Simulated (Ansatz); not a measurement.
# Pt wire along [110], 14 atoms a period: bands along the axis, part 2 of 2

Wanted: the relaxed geometry and the bands of the Pt wire along [110], 14 atoms a period.

Ansatz 0.2.0; DFT PBE, plane waves, PAW; relaxation of a wire's period; PAW set soft_1 (the session's first sound run).

So far: The structure; Relaxation of atoms and period.

### Step 2. Relaxation of atoms and period (continued)

Relaxation path:

```tsv
step	energy less that of the first step (eV)	largest force component (eV/Å)	pressure (GPa)	volume (Å³)
1	0.0000	1.1417	-4.21	629.86
2	-0.9271	0.6026	2.68	599.14
3	-1.1684	0.1379	-0.43	604.63
4	-1.1792	0.0783	-0.03	603.29
5	-1.1822	0.0234	0.04	603.24
6	-1.1828	0.0039	-0.01	603.45
7*	-1.1768	0.0039	0.00	603.45
```

Relaxation steps marked * repeat the geometry before them on a plane-wave basis chosen anew for their cell, so energy and pressure can jump there.

Forces are held to the 8 operations that the run works with; a distortion that breaks them can't arise in this run.

```tsv
cell as run	before	after	change
c (Å)	2.807	2.690	-4.2 %
```

The atoms that moved most (Å, along periodic axes as changes of fractional coordinates times the final cell, across vacuum about the mean position):

```tsv
atom	dx	dy	dz	length
Pt7	0.000	0.169	0.000	0.169
Pt10	0.000	-0.169	0.000	0.169
Pt1	-0.086	0.141	0.000	0.165
Pt13	-0.086	-0.141	0.000	0.165
Pt3	0.086	0.141	0.000	0.165
Pt14	0.086	-0.141	0.000	0.165
Pt5	0.123	-0.012	0.000	0.123
Pt6	0.123	0.012	0.000	0.123
```

This step gave:

```
energy at zero smearing    : -175336.6123 eV
cell length along the wire : 2.690 Å
```

The cell's length comes to 2.690 Å with spin left out.

### Step 3. The wire at its relaxed period

This step: DFT PBE, plane waves, PAW; bands of a perfect wire; PAW set soft_1 (Ansatz 0.2.0).

At the relaxed period the bands are computed along the axis; those that cross an energy going forward count the channels that a perfect wire would open there.

input.yaml

```yaml
crystal:
  lattice:
    - [14.74, 0.0, 0.0]
    - [0.0, 15.222, 0.0]
    - [0.0, 0.0, 2.6895148902]
  atoms:
    - { symbol: Pt, position: [0.359511769, 0.693668193, 0.0] }
    - { symbol: Pt, position: [0.366184292, 0.499988233, 0.0] }
    - { symbol: Pt, position: [0.640488231, 0.693668193, 0.0] }
    - { symbol: Pt, position: [0.633815708, 0.499988233, 0.0] }
    - { symbol: Pt, position: [0.239001191, 0.406981159, 0.5] }
    - { symbol: Pt, position: [0.239001191, 0.592995307, 0.5] }
    - { symbol: Pt, position: [0.5, 0.234478955, 0.5] }
    - { symbol: Pt, position: [0.5, 0.409963408, 0.5] }
    - { symbol: Pt, position: [0.5, 0.590013058, 0.5] }
    - { symbol: Pt, position: [0.5, 0.765497511, 0.5] }
    - { symbol: Pt, position: [0.760998809, 0.406981159, 0.5] }
    - { symbol: Pt, position: [0.760998809, 0.592995307, 0.5] }
    - { symbol: Pt, position: [0.359511769, 0.306308273, 0.0] }
    - { symbol: Pt, position: [0.640488231, 0.306308273, 0.0] }
kpoints:
  mp_grid: { grid: [1, 1, 30] }
  band_path: { path: ["Γ", Z], npoints: 90 }
scf:
  occupations: { method: fermi_dirac, width: 0.05 }
hamiltonian:
  xc: pbe
  pseudopotentials: { kind: paw, azcp: { folder: soft_1 } }
output:
  dos: { e_range: [-5, 4] }
  write_potential: true
  write_density: true
  volumetric_format: npy
```

Run with:

```console
$ ansatz run input.yaml --threads 4 --pin off --max-ram 16384MiB --backend cpu --events-out ev --progress --plain --runs-dir out
```

Numbers of over 12 decimals in the logs are rounded to 6 here.

The program printed:

```text
[...]
Crystal: 14 atoms, lattice volume = 603.453 Å³
Basis set: ecut = 420 eV, 11871 PW (Γ)
Bands: 152, of which v1, the nominal top of the filled ones, is band 126 counted from 1 (125 counted from 0)
Symmetry: 8 space group operations
[...]
k-points: 16 of 30
[...]
SCF iter   1: F=—  HF=-175341.310272 eV  |F-HF|=—  |Δ(HF+E_count)|=         —  Δρ=5.32e-2  dr2=1.89e1  ethr=3.10e-3  ⟨swp⟩=7.4  Hψ=9489  notcnv=0  defer=102
[...]
SCF iter  14: F=-175336.700983 eV  HF=-175336.700983 eV  |F-HF|=4.95e-9  |Δ(HF+E_count)|=   5.98e-8  Δρ=9.05e-7  dr2=9.74e-9  ethr=3.97e-11  ⟨swp⟩=12.6  Hψ=8137  notcnv=0
SCF 1 converged in 14 iterations: F = -175336.700983 eV  dr2 = 9.74e-9
[...]
NSCF: frozen V_eff on 91 k-points
WARN: The output density's exchange-correlation potential varies sharply where the density is thin. Do not read a vacuum level from v_tot or v_xc, or from such a field of the output density. On a cell that repeats whose density bears no net charge and no dipole along the vacuum's axis use v_es (v_loc + v_h of the components); under efield.dipole_correction with no amplitude use v_es + v_field, which holds any externa [...]
SCF converged after 14 iterations
Free energy (F): -175336.700983 eV
[...]
Internal energy: -175336.514317 eV  (E = F + TS)
E sigma→0 (E₀):  -175336.607650 eV
Entropy (-TS):   -0.186665 eV (-13.333 meV/atom)
Fermi energy:    4.526095 eV
[...]
--- Band table (eV; the first three rows and the last of 16) ---
  k-point 0: bands = [... 122 lower, 4.2016, 4.2082, 4.2250, 4.3534, 4.5049, 4.6049, 4.7316, 4.7510, ... 22 higher]
  k-point 1: bands = [... 122 lower, 4.0823, 4.1536, 4.2643, 4.4239, 4.4385, 4.5154, 4.6602, 4.6825, ... 22 higher]
  k-point 2: bands = [... 122 lower, 4.0772, 4.1027, 4.2069, 4.3211, 4.3526, 4.5006, 4.5309, 4.6043, ... 22 higher]
  k-point 15: bands = [... 122 lower, 4.9288, 4.9632, 5.1164, 5.1807, 6.1688, 6.7162, 7.1898, 7.2476, ... 22 higher]
```

It took 74 s on 4 threads of Intel Xeon Platinum 8559C (Emerald Rapids), shared host; peak memory 4.3 GiB; 4.8 min of CPU time.

This step gave:

```yaml
energy_at_zero_smearing: -175336.6077 eV
band_gap: 0 eV
```

Electronic bands along the path, in eV, zero at the Fermi level; # counts the bands kept:

```tsv
point	#59	#60	#61	#62	#63	#64	#65	#66
Γ	-0.32	-0.30	-0.17	-0.02	0.08	0.21	0.22	0.23
halfway	-0.47	-0.34	-0.25	-0.20	0.00	0.01	0.16	0.40
Z	0.44	0.59	0.65	1.64	2.19	2.66	2.72	2.73
```

Between Γ and Z the bands cross the Fermi level 17 times, so a perfect wire would conduct at least 17 G₀, with spin left out.

### Step 4. Results

| Quantity | Value |
| --- | --- |
| cell length, PBE | 2.690 Å |
| ballistic conductance by band crossings, a lower bound, PBE | 17 G₀ |

**Reading.** Under PBE the cell's length is 2.69 Å, and the bands cross the Fermi level 17 times between Γ and Z, which gives a perfect wire at least 17 G₀ (opposite crossings within one step of the path cancel in such a count). No spin was allowed, though thin wires with open d shells can turn magnetic. Spin-orbit coupling is left out, which matters for the bands of heavy atoms.

[Logs are printed without paths, hosts, clocks, repeated set-up lines and the standing remarks that a program may print on its own settings, such as how far it seeks lower states.]

[Hosts, paths, dates, database ids (printed as entryN), source tags and the programs' standing remarks are cut or masked in the printed files.]
